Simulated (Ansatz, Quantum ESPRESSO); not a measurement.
# Evanescent states of MgS, rock salt type, lattice constant set to 5.23 Å, part 3 of 3

Aim: how fast states decay in the gap of MgS, rock salt type, lattice constant set to 5.23 Å.

Quantum ESPRESSO 7.5; plane-wave DFT, PBE, SG15 norm-conserving pseudopotentials; cross-check by Ansatz 0.2.0 with PAW datasets.

So far. Step 2 (Self-consistent run): The run needed 10 iterations to bring the estimated error under 1e-09 Ry.

The structure was built from a prototype and need not be the compound's stable phase.

## (4) Complex band structure, with nz1 = 11

Level of this step: complex band structure by pwcond; plane-wave DFT, PBE, SG15 norm-conserving pseudopotentials (Quantum ESPRESSO).

A sensitivity test on the input.

File cbs.w.in:

```
&inputcond
  outdir = './out'
  prefixl = 'scf'
  band_file = 'cbs.w'
  ikind = 0
  ewind = 4.0
  epsproj = 1e-05
  nz1 = 11
  energy0 = 6.9
  denergy = -0.23
/
4
  0.00000000 0.00000000 1.00000000
  0.50000000 0.00000000 1.00000000
  0.50000000 0.50000000 1.00000000
  0.25000000 0.00000000 1.00000000
40
```

Started as:

```console
$ OMP_NUM_THREADS=1 mpirun -n 2 pwcond.x -in cbs.w.in > cbs.w.out
```

Numbers of over 12 decimals in the logs are rounded to 6 here.

The log of the run:

```text
[banner, memory and clock lines left out]
Program PWCOND v.7.5 starts
[citation notice left out]

[...]
./out/scf.save/

     IMPORTANT: XC functional enforced from input :
     Exchange-correlation= PBE
                           (   1   4   3   4   0   0   0)
     Any further DFT definition will be discarded
     Please, verify this is what you really want

     Reading collected, re-writing distributed wavefunctions

===== INPUT FILE containing the left lead =====

     GEOMETRY:

     lattice parameter (alat)  =       6.9885  a.u.
     the volume                =     482.6937 (a.u.)^3
     the cross section         =      48.8395 (a.u.)^2
     l of the unit cell        =       1.4142 (alat)
     number of atoms/cell      =            4
     number of atomic types    =            2

     crystal axes: (cart. coord. in units of alat)
               a(1) = (  1.0000  0.0000  0.0000 )
               a(2) = (  0.0000  1.0000  0.0000 )
               a(3) = (  0.0000  0.0000  1.4142 )

   Cartesian axes

     site n.     atom                  positions (alat units)
          1        Mg     tau(  1)=(  0.0000  0.0000  1.4142  )
          2        S      tau(  2)=(  0.5000  0.5000  1.4142  )
          3        Mg     tau(  3)=(  0.5000  0.5000  0.7071  )
          4        S      tau(  4)=(  0.0000  0.0000  0.7071  )

     nr1s                      =           36
     nr2s                      =           36
     nr3s                      =           50
     nr1sx                     =           36
     nr2sx                     =           36
     nr3sx                     =           50
     nr1                       =           36
     nr2                       =           36
     nr3                       =           50
     nr1x                      =           36
     nr2x                      =           36
     nr3x                      =           50

 _______________________________
  Radii of nonlocal spheres:

     type       ibeta     ang. mom.          radius (alat units)
       Mg         1         0                    0.1760
       Mg         2         0                    0.1774
       Mg         3         1                    0.3248
       Mg         4         1                    0.3434
       S          1         0                    0.2862
       S          2         0                    0.2948
       S          3         1                    0.2132
       S          4         1                    0.2118
----- General information -----

----- Complex band structure calculation -----

     nrx                       =           36
     nry                       =           36
     nz1                       =           11

     energy0               =         6.9E+00
     denergy               =        -2.3E-01
     nenergy               =         40
     ecut2d                =         6.0E+01
     ewind                 =         4.0E+00
     epsproj               =         1.0E-05

     number of k_|| points=    4
                       cryst. coord.
        k(    1) = (   0.0000000   0.0000000), wk =   0.2500000
        k(    2) = (   0.5000000   0.0000000), wk =   0.2500000
        k(    3) = (   0.5000000   0.5000000), wk =   0.2500000
        k(    4) = (   0.2500000   0.0000000), wk =   0.2500000
----- Information about left lead -----

     nocros                   =           16
     noins                    =           16
     norb                     =           48
     norbf                    =           48
     nrz                      =           50

      iorb      type   ibeta   ang. mom.   m       position (alat)
        1        1       1        0        1   taunew(   1)=(  0.0000  0.0000  0.0000)
        2        1       2        0        1   taunew(   2)=(  0.0000  0.0000  0.0000)
[...]
48        2       4        1        3   taunew(  48)=(  0.5000  0.5000  1.4142)
    k slab    z(k)  z(k+1)     crossing(iorb=1,norb)
    1   0.0000 0.0283 0.0283   111111111111111100000000000000000000000000000000
    2   0.0283 0.0566 0.0283   111111111111111100000000000000000000000000000000
[...]
50   1.3859 1.4142 0.0283   000000000000000000000000000000001111111111111111
 ngper, shell number =          241          35
 ngper, n2d =          241          92
---  E-Ef =    6.9000000  k =    0.0000000   0.0000000
---  ie =          1  ik =          1
 Nchannels of the left tip =            1
 Right moving states:
   k1(2pi/a)   k2(2pi/a)   E-Ef (eV)
  -0.2761811  -0.0000000   6.9000000
 Left moving states:
   k1(2pi/a)   k2(2pi/a)   E-Ef (eV)
   0.2761811   0.0000000   6.9000000

---  E-Ef =    6.6700000  k =    0.0000000   0.0000000
---  ie =          2  ik =          1
 Nchannels of the left tip =            1
 Right moving states:
   k1(2pi/a)   k2(2pi/a)   E-Ef (eV)
  -0.3160834   0.0000000   6.6700000
 Left moving states:
   k1(2pi/a)   k2(2pi/a)   E-Ef (eV)
   0.3160834  -0.0000000   6.6700000
[... further energies and points left out ...]
---  E-Ef =   -1.8400000  k =    0.2500000   0.0000000
---  ie =         39  ik =          4
 Nchannels of the left tip =            1
 Right moving states:
   k1(2pi/a)   k2(2pi/a)   E-Ef (eV)
   0.3092059   0.0000000  -1.8400000
 Left moving states:
   k1(2pi/a)   k2(2pi/a)   E-Ef (eV)
  -0.3092059   0.0000000  -1.8400000

---  E-Ef =   -2.0700000  k =    0.2500000   0.0000000
---  ie =         40  ik =          4
 Nchannels of the left tip =            2
 Right moving states:
   k1(2pi/a)   k2(2pi/a)   E-Ef (eV)
  -0.0832588  -0.0000000  -2.0700000
   0.2657281   0.0000000  -2.0700000
 Left moving states:
   k1(2pi/a)   k2(2pi/a)   E-Ef (eV)
   0.0832588  -0.0000000  -2.0700000
  -0.2657281   0.0000000  -2.0700000

[...]
```

Elapsed: 2.8 min, on 2 MPI ranks of Arm Neoverse N1, shared host; peak memory 0.11 GiB.

Beside the run it was changed from:

| quantity | this run | unchanged run | difference |
| --- | --- | --- | --- |
| peak of the smallest κ at the zone centre (Å⁻¹) | 0.23 | 0.23 | 0 |
| peak of the smallest κ at (1/2, 0) (Å⁻¹) | 0.34 | 0.341 | -0.0010 |
| peak of the smallest κ at (1/2, 1/2) (Å⁻¹) | 0.332 | 0.332 | 0 |
| wall time (s) | 169 | 145 |  |

The physical values in this table move by up to 0.29 %.

## (5) The same in Ansatz

A second code with its own PAW datasets, on the same atoms.

Level of this step: plane-wave DFT, PBE, Ansatz PAW (Ansatz 0.2.0).

File input.yaml:

```yaml
crystal:
  lattice:
    - [3.6981684656, 0.0, 0.0]
    - [0.0, 3.6981684656, 0.0]
    - [0.0, 0.0, 5.23]
  atoms:
    - { symbol: Mg, position: [0.0, 0.0, 0.0] }
    - { symbol: S, position: [0.5, 0.5, 0.0] }
    - { symbol: Mg, position: [0.5, 0.5, 0.5] }
    - { symbol: S, position: [0.0, 0.0, 0.5] }
kpoints:
  mp_grid: { grid: [6, 6, 6] }
hamiltonian:
  xc: pbe
scf:
  occupations: { method: fixed }
  convergence: { dr2_threshold: 1.0e-09 }
output:
  transmission:
    leads: [[0, 0]]
    kpoints: [[0, 0], [0.5, 0], [0.5, 0.5], [0.25, 0]]
    e_range: [-2.07, 6.9]
    de: 0.23
```

Started as:

```console
$ ansatz run input.yaml --threads 2 --pin off --max-ram 4096MiB --backend cpu --events-out ev --progress --plain --runs-dir out
```

The log of the run:

```text
Engine: ansatz 0.2.0, aarch64-unknown-linux-gnu
Pseudopotentials: kind: paw
Pseudopotential: Mg, paw, valence charge 10, recommended cutoff 420 eV (normal), Mg.paw.azcp
Pseudopotential: S, paw, valence charge 6, recommended cutoff 420 eV (normal), S.paw.azcp
Functional definition: PBE
  parameter kappa = 0.804
  parameter beta = 0.066725
  exchange = pbe_x(kappa = kappa, mu = beta*pi^2/3)
  correlation = pbe_c(beta = beta)
Crystal: 4 atoms, lattice volume = 71.528 Å³
Basis set: ecut = 420 eV, 1417 PW (Γ)
Bands: 20, of which v1, the nominal top of the filled ones, is band 16 counted from 1 (15 counted from 0)
Symmetry: 32 space group operations
Space group: Fm-3m (ITA 225), of the structure as read, at distance tolerance 4.2e-5 Å
k-points: 40 of 216
Non-local potential: Mg, projectors of the file, l = 0: 3, l = 1: 2, l = 2: 1
Non-local potential: S, projectors of the file, l = 0: 2, l = 1: 2, l = 2: 2
PAW form: soft (Blöchl's): semilocal exchange-correlation on the pseudo side does not see the compensation charge
PAW one-centre angular grid: Mg, 110 points (default); XC on 64 Gauss nodes
PAW one-centre angular grid: S, 110 points (default); XC on 64 Gauss nodes
Initial density: superposition of atomic densities (neutral atoms: chi_scale 0, normalization atom), corrected by the library's trained network
Initial wavefunctions: pseudopotential atomic-orbital guess
Functional: x = pbe(κ = 0.804, μ = 0.219515), c = pbe(β = 0.066725)
SCF iter   1: F=—  HF=-5657.498178 eV  |F-HF|=—  |Δ(HF+E_count)|=         —  Δρ=4.64e-4  dr2=8.35e-5  ethr=1.77e-3  ⟨swp⟩=5.0  Hψ=3355  notcnv=0  defer=78
preconditioner: auto → none  [insulator: Δε(μ)=2.749 eV  Ē_g=10.135 eV  n_scr=14 (ndim 8)  ℏωp=17.6 eV  f_vac=0.000  ε∞_Penn≈4.0]
SCF iter   2: F=—  HF=-5657.495976 eV  |F-HF|=—  |Δ(HF+E_count)|=   2.20e-3  Δρ=3.59e-4  dr2=1.32e-4  ethr=2.61e-7  ⟨swp⟩=3.0  Hψ=1968  notcnv=0  defer=80
SCF iter   3: F=—  HF=-5657.495964 eV  |F-HF|=—  |Δ(HF+E_count)|=   1.17e-5  Δρ=1.22e-4  dr2=6.39e-6  ethr=2.61e-7  ⟨swp⟩=2.0  Hψ=1110  notcnv=0  defer=78
SCF iter   4: F=—  HF=-5657.495992 eV  |F-HF|=—  |Δ(HF+E_count)|=   2.82e-5  Δρ=5.52e-5  dr2=2.17e-6  ethr=2.00e-8  ⟨swp⟩=3.0  Hψ=1440  notcnv=0  defer=1
SCF iter   5: F=—  HF=-5657.495993 eV  |F-HF|=—  |Δ(HF+E_count)|=   9.94e-7  Δρ=2.55e-5  dr2=5.75e-7  ethr=6.77e-9  ⟨swp⟩=2.2  Hψ=991  notcnv=0
SCF iter   6: F=—  HF=-5657.495993 eV  |F-HF|=—  |Δ(HF+E_count)|=   1.66e-7  Δρ=4.53e-6  dr2=1.70e-8  ethr=1.80e-9  ⟨swp⟩=2.0  Hψ=1087  notcnv=0
SCF iter   7: F=—  HF=-5657.495993 eV  |F-HF|=—  |Δ(HF+E_count)|=   5.34e-9  Δρ=1.30e-6  dr2=1.56e-9  ethr=5.30e-11  ⟨swp⟩=2.0  Hψ=1056  notcnv=0
SCF iter   8: F=-5657.495993 eV  HF=-5657.495993 eV  |F-HF|=5.00e-11  |Δ(HF+E_count)|=  5.22e-10  Δρ=2.65e-7  dr2=6.59e-11  ethr=3.13e-12  ⟨swp⟩=5.1  Hψ=2690  notcnv=0
SCF 1 converged in 8 iterations: F = -5657.495993 eV  dr2 = 6.59e-11
  greatest PAW one-centre occupation: 1.000 electrons in one spin orbital (limit 2), on the Mg atom at site 2 (counted from 0), in its partial waves of l = 0
transmission: 9 of 36 steps passed
transmission: 18 of 36 steps passed
transmission: 27 of 36 steps passed
transmission: 36 of 36 steps passed
SCF converged after 8 iterations
Free energy (F): -5657.495993 eV
Harris-Foulkes:  -5657.495993 eV  (|F-HF|=5.00e-11)
Internal energy: -5657.495993 eV  (E = F + TS)
E sigma→0 (E₀):  -5657.495993 eV
Fermi energy:    6.213510 eV
--- Per-component energies (eV) ---
  E_band       = -669.112897
  E_kinetic    = 369.801265
  E_local      = -3347.149143  (includes V_loc(G=0)·N_el)
  E_nonlocal   = 246.777397
  E_hartree    = 1191.282872
  E_xc         = -255.142027
  E_vxc        = -253.607226  (∫ρ·V_xc dr)
  E_paw        = -1786.243240  (= ΣΔE_a)
  E_vpaw       = -67.500848  (= ΣTr[D̂ρ^β])
  E_aug_tail   = -0.000003  (compensation charges beyond the density's cutoff)
  E_ewald      = -2076.823115
  E_smearing   = -0.000000  (= −TS)
  E_closure    = 0.000000  (closes the sum)
  Σ components = -5657.495993   (vs F -5657.495993, Δ=0.00e0)
--- Band table (eV; the first three rows and the last of 40) ---
  k-point 0: bands = [... 12 lower, 4.5695, 6.2134, 6.2135, 6.2135, 8.9700, 9.8156, 10.6444, 14.1386]
  k-point 1: bands = [... 12 lower, 4.6539, 5.6958, 6.0640, 6.0640, 9.2572, 10.4116, 10.7827, 13.6554]
  k-point 2: bands = [... 12 lower, 4.8978, 4.8978, 5.6973, 5.6973, 10.0652, 11.1931, 11.4308, 12.7308]
  k-point 39: bands = [... 12 lower, 3.0589, 3.0589, 3.9023, 3.9023, 11.4052, 11.4052, 14.1223, 14.1223]
--- Transmission ---
  basis      : 121 plane waves across, 9 finite elements along
  points     : 4, as listed
  energies   : 40 from -2.070000 to 6.900000 eV about the Fermi level, 0.230000 eV apart; the leads are filled to 1.378222 eV, and channels, transmission and decay are at 1.380000 eV
  crystal 0  : Mg2S2, at the sites [0, 0], period 5.2300 Å: whole cells are its period
    offset         : up to 0.0000 Å between an atom of the period and one for which it stands
    channels       : 0.000000e0 a spin
    conductance    : none, the energies end too early or step too widely for 300 K: set another output.transmission.e_range or a lower de, or, where they end at an eighth of basis.ecutwfc, a higher one
    slowest decay  : 0.2264 /Å at (0.0000, 0.0000)
```

The job ended after 39 s (2 threads; peak memory 0.36 GiB; 44 s of CPU time).

Read from the output:

```
free energy                                      : -5657.4960 eV
gap by band count                                : 2.756 eV
symmetry operations                              : 32
slowest decay at the grid energy nearest mid-gap : 0.2264 Å⁻¹
peak of the smallest κ at the zone centre        : 0.2305 Å⁻¹
energy of the peak at the zone centre            : 1.84 eV
peak of the smallest κ at (1/2, 0)               : 0.3406 Å⁻¹
peak of the smallest κ at (1/2, 1/2)             : 0.3317 Å⁻¹
peak of the smallest κ at (1/4, 0)               : 0.3664 Å⁻¹
valence top, on the run's zero                   : 6.214 eV
```

K across = (0, 0) in the cell's reciprocal vectors; values within 0.0025 1/Å of each other count once, columns are sorted by size at each energy, a dash where no further value was kept. The Im kz of the slowest decaying states by energy, zero at the highest filled level of the SCF mesh:

| energy (eV) | decay 1 (Å⁻¹) | decay 2 (Å⁻¹) | decay 3 (Å⁻¹) |
| --- | --- | --- | --- |
| -2.07 | 0.439 | 0.745 | 1.34 |
| -1.84 | 0.301 | 0.730 | 1.31 |
| -1.38 | 0.697 | 1.27 | - |
| -1.15 | 0.680 | 1.24 | - |
| -0.92 | 0.662 | 1.22 | - |
| -0.46 | 0.624 | 1.16 | - |
| -0.23 | 0.603 | 1.14 | - |
| 0.00 | 8.2e-4 | 0.582 | 1.11 |
| 0.46 | 0.159 | 0.316 | 0.536 |
| 0.69 | 0.187 | 0.373 | 0.510 |
| 0.92 | 0.205 | 0.415 | 0.483 |
| 1.38 | 0.226 | 0.422 | 0.475 |
| 1.61 | 0.230 | 0.387 | 0.496 |
| 1.84 | 0.231 | 0.348 | 0.513 |
| 2.30 | 0.220 | 0.248 | 0.536 |
| 2.53 | 0.176 | 0.209 | 0.544 |
| 2.99 | 0.170 | 0.553 | 0.639 |
| 3.22 | 0.140 | 0.555 | 0.587 |
| 3.45 | 0.0911 | 0.529 | 0.554 |
| 3.91 | 0.387 | 0.549 | 1.38 |
| 4.14 | 0.289 | 0.544 | 1.36 |
| 4.37 | 0.132 | 0.537 | 1.33 |
| 4.83 | 0.520 | 1.28 | 1.44 |
| 5.06 | 0.508 | 1.26 | 1.42 |
| 5.29 | 0.496 | 1.23 | 1.41 |
| 5.75 | 0.105 | 0.464 | 1.18 |
| 5.98 | 0.123 | 0.446 | 1.15 |
| 6.21 | 0.132 | 0.425 | 1.12 |
| 6.67 | 0.133 | 0.374 | 1.06 |
| 6.90 | 0.126 | 0.342 | 1.02 |

K across = (0, 0) in the cell's reciprocal vectors. The Re kz of states that move upwards by energy, zero at the highest filled level of the SCF mesh:

| energy (eV) | channel 1 (Å⁻¹) | channel 2 (Å⁻¹) | channel 3 (Å⁻¹) |
| --- | --- | --- | --- |
| -2.07 | -0.508 | - | - |
| -1.84 | -0.463 | - | - |
| -1.38 | -0.374 | 0.358 | 0.358 |
| -1.15 | -0.330 | 0.497 | 0.497 |
| -0.92 | -0.589 | -0.589 | -0.284 |
| -0.46 | -0.374 | -0.374 | -0.187 |
| -0.23 | -0.252 | -0.252 | -0.127 |
| 0.00 | - | - | - |
| 0.46 | - | - | - |
| 0.69 | - | - | - |
| 0.92 | - | - | - |
| 1.38 | - | - | - |
| 1.61 | - | - | - |
| 1.84 | - | - | - |
| 2.30 | - | - | - |
| 2.53 | - | - | - |
| 2.99 | 0.180 | - | - |
| 3.22 | 0.256 | - | - |
| 3.45 | 0.315 | - | - |
| 3.91 | 0.138 | 0.412 | - |
| 4.14 | 0.189 | 0.455 | - |
| 4.37 | 0.233 | 0.496 | - |
| 4.83 | 0.317 | 0.341 | 0.578 |
| 5.06 | -0.578 | 0.362 | 0.429 |
| 5.29 | -0.516 | 0.425 | 0.503 |
| 5.75 | -0.574 | - | - |
| 5.98 | -0.519 | - | - |
| 6.21 | -0.467 | - | - |
| 6.67 | -0.368 | - | - |
| 6.90 | -0.320 | - | - |

K across = (1/2, 0) in the cell's reciprocal vectors; values within 0.0025 1/Å of each other count once, columns are sorted by size at each energy, a dash where no further value was kept. Table of Im kz of the slowest decaying states by energy, zero at the highest filled level of the SCF mesh:

| energy (eV) | decay 1 (Å⁻¹) | decay 2 (Å⁻¹) | decay 3 (Å⁻¹) |
| --- | --- | --- | --- |
| -2.07 | 1.09 | 1.29 | - |
| -1.84 | 1.04 | 1.27 | - |
| -1.38 | 0.912 | 1.23 | - |
| -1.15 | 0.826 | 1.21 | - |
| -0.92 | 0.704 | 1.18 | - |
| -0.46 | 0.104 | 0.488 | 1.14 |
| -0.23 | 0.176 | 0.661 | 1.11 |
| 0.00 | 0.221 | 0.734 | 1.09 |
| 0.46 | 0.279 | 0.801 | 1.04 |
| 0.69 | 0.298 | 0.817 | 1.02 |
| 0.92 | 0.313 | 0.826 | 0.991 |
| 1.38 | 0.333 | 0.830 | 0.940 |
| 1.61 | 0.338 | 0.828 | 0.914 |
| 1.84 | 0.341 | 0.823 | 0.887 |
| 2.30 | 0.337 | 0.806 | 0.832 |
| 2.53 | 0.331 | 0.795 | 0.804 |
| 2.99 | 0.311 | 0.745 | 0.768 |
| 3.22 | 0.295 | 0.714 | 0.752 |
| 3.45 | 0.276 | 0.683 | 0.735 |
| 3.91 | 0.220 | 0.615 | 0.696 |
| 4.14 | 0.179 | 0.578 | 0.674 |
| 4.37 | 0.116 | 0.538 | 0.650 |
| 4.83 | 0.448 | 0.596 | - |
| 5.06 | 0.393 | 0.566 | - |
| 5.29 | 0.325 | 0.533 | - |
| 5.75 | 0.109 | 0.457 | - |
| 5.98 | 0.128 | 0.411 | - |
| 6.21 | 0.105 | 0.358 | - |
| 6.67 | 0.203 | 1.50 | - |
| 6.90 | 0.0529 | 1.47 | - |

K across = (1/2, 1/2) in the cell's reciprocal vectors; values within 0.0025 1/Å of each other count once, columns are sorted by size at each energy, a dash where no further value was kept. The Im kz of the slowest decaying states by energy, zero at the highest filled level of the SCF mesh:

| energy (eV) | decay 1 (Å⁻¹) | decay 2 (Å⁻¹) |
| --- | --- | --- |
| -2.07 | - | - |
| -1.84 | - | - |
| -1.61 | 0.0673 | 0.0764 |
| -1.38 | 0.180 | 0.196 |
| -1.15 | 0.238 | 0.250 |
| -0.92 | 0.277 | 0.283 |
| -0.69 | 0.304 | - |
| -0.46 | 0.319 | 0.329 |
| -0.23 | 0.327 | 0.346 |
| 0.00 | 0.331 | 0.359 |
| 0.46 | 0.329 | 0.375 |
| 0.69 | 0.323 | 0.379 |
| 0.92 | 0.314 | 0.380 |
| 1.15 | 0.302 | 0.380 |
| 1.38 | 0.287 | 0.377 |
| 1.61 | 0.268 | 0.372 |
| 1.84 | 0.245 | 0.365 |
| 2.07 | 0.217 | 0.357 |
| 2.30 | 0.180 | 0.346 |
| 2.53 | 0.129 | 0.334 |
| 2.76 | 0.319 | - |
| 2.99 | 0.301 | - |
| 3.22 | 0.281 | - |
| 3.45 | 0.256 | - |
| 3.68 | 0.228 | - |
| 3.91 | 0.192 | - |
| 4.14 | 0.146 | - |
| 4.37 | 0.0673 | - |
| 4.83 | - | - |
| 5.06 | - | - |
| 5.29 | 0.0565 | - |
| 5.52 | 0.0977 | - |
| 5.75 | 0.120 | - |
| 5.98 | 0.134 | - |
| 6.21 | 0.142 | - |
| 6.44 | 0.146 | - |
| 6.67 | 0.145 | - |
| 6.90 | 0.141 | - |

K across = (1/4, 0) in the cell's reciprocal vectors; values within 0.0025 1/Å of each other count once, columns are sorted by size at each energy, a dash where no further value was kept. The Im kz of the slowest decaying states by energy, zero at the highest filled level of the SCF mesh:

| energy (eV) | decay 1 (Å⁻¹) | decay 2 (Å⁻¹) | decay 3 (Å⁻¹) |
| --- | --- | --- | --- |
| -2.07 | 0.615 | 1.05 | - |
| -1.84 | 0.0679 | 0.518 | 1.02 |
| -1.61 | 0.120 | 0.390 | 0.998 |
| -1.38 | 0.140 | 0.170 | 0.973 |
| -1.15 | 0.140 | 0.947 | - |
| -0.92 | 0.117 | 0.922 | 1.48 |
| -0.69 | 0.896 | 1.46 | 1.50 |
| -0.46 | 0.870 | 1.43 | 1.48 |
| -0.23 | 0.0979 | 0.844 | 1.40 |
| 0.00 | 0.186 | 0.198 | 0.817 |
| 0.46 | 0.272 | 0.432 | 0.764 |
| 0.69 | 0.299 | 0.496 | 0.736 |
| 0.92 | 0.320 | 0.548 | 0.708 |
| 1.15 | 0.336 | 0.591 | 0.679 |
| 1.38 | 0.348 | 0.628 | 0.649 |
| 1.61 | 0.357 | 0.618 | 0.661 |
| 1.84 | 0.363 | 0.586 | 0.693 |
| 2.07 | 0.366 | 0.553 | 0.724 |
| 2.30 | 0.366 | 0.517 | 0.759 |
| 2.53 | 0.364 | 0.479 | 0.807 |
| 2.76 | 0.360 | 0.437 | 0.867 |
| 2.99 | 0.352 | 0.391 | 0.854 |
| 3.22 | 0.339 | 0.342 | 0.840 |
| 3.45 | 0.276 | 0.329 | 0.825 |
| 3.68 | 0.192 | 0.312 | 0.809 |
| 3.91 | 0.291 | 0.791 | 1.000 |
| 4.14 | 0.265 | 0.772 | 0.963 |
| 4.37 | 0.230 | 0.752 | 0.926 |
| 4.83 | 0.0939 | 0.707 | 0.844 |
| 5.06 | 0.683 | 0.799 | 0.927 |
| 5.29 | 0.0390 | 0.0527 | 0.657 |
| 5.52 | 0.110 | 0.126 | 0.629 |
| 5.75 | 0.128 | 0.154 | 0.599 |
| 5.98 | 0.129 | 0.165 | 0.566 |
| 6.21 | 0.114 | 0.166 | 0.485 |
| 6.44 | 0.0662 | 0.158 | 0.370 |
| 6.67 | 0.141 | 0.450 | 0.700 |
| 6.90 | 0.113 | 0.200 | 0.401 |

## (6) The arithmetic

T falls as exp(−2κd). With κ = 0.226 1/Å, 10 Å of barrier pass exp(−2 × 0.226 × 10) = 0.011 of that channel, interfaces aside.

## (7) Results

| Property | Result |
| --- | --- |
| gap on the SCF mesh | 2.77 eV |
| smallest κ at mid-gap among the four k points, at the zone centre | 0.226 Å⁻¹ |
| peak of the smallest κ in the stop band at the zone centre | 0.230 Å⁻¹ |
| peak of the smallest κ in the stop band at (1/2, 0) | 0.341 Å⁻¹ |
| peak of the smallest κ in the stop band at (1/2, 1/2) | 0.332 Å⁻¹ |
| peak of the smallest κ in the stop band at (1/4, 0) | 0.367 Å⁻¹ |
| energy of the peak at the zone centre, over the highest filled level | 1.61 eV |
| peak at the zone centre by Ansatz | 0.231 Å⁻¹ |

With a gap of 2.77 eV on the mesh, the smallest κ at mid-gap among the four k points, at the zone centre is 0.226 Å⁻¹ (PBE, SG15 norm-conserving). For a barrier with the Fermi level at mid-gap the slowest state found, at the zone centre, loses a factor of ten in probability every 5.1 Å or so. Stop bands away from the zone centre are mostly wider than the gap, so their peaks can lie above the conduction bottom. At the zone centre pwcond's peak is 0.230 and Ansatz's 0.231 1/Å, 0 % apart. The cell is the a/√2 one, turned by 45°, with two primitive cells, so X along [001] folds onto kz = 0. A semilocal gap is too small, often by a third to a half and by more in narrow-gap crystals, so real barriers decay faster.

[Logs are printed without paths, hosts, clocks, repeated set-up lines and the standing remarks that a program may print on its own settings, such as how far it seeks lower states.]

[Hosts, paths, dates, database ids (printed as entryN), source tags and the programs' standing remarks are cut or masked in the printed files.]

[Maps of the electrostatic potential energy from Ansatz leave out the sawtooth potential of an applied field or a dipole correction, so their vacuum need not be flat; planar profiles and work functions include it.]
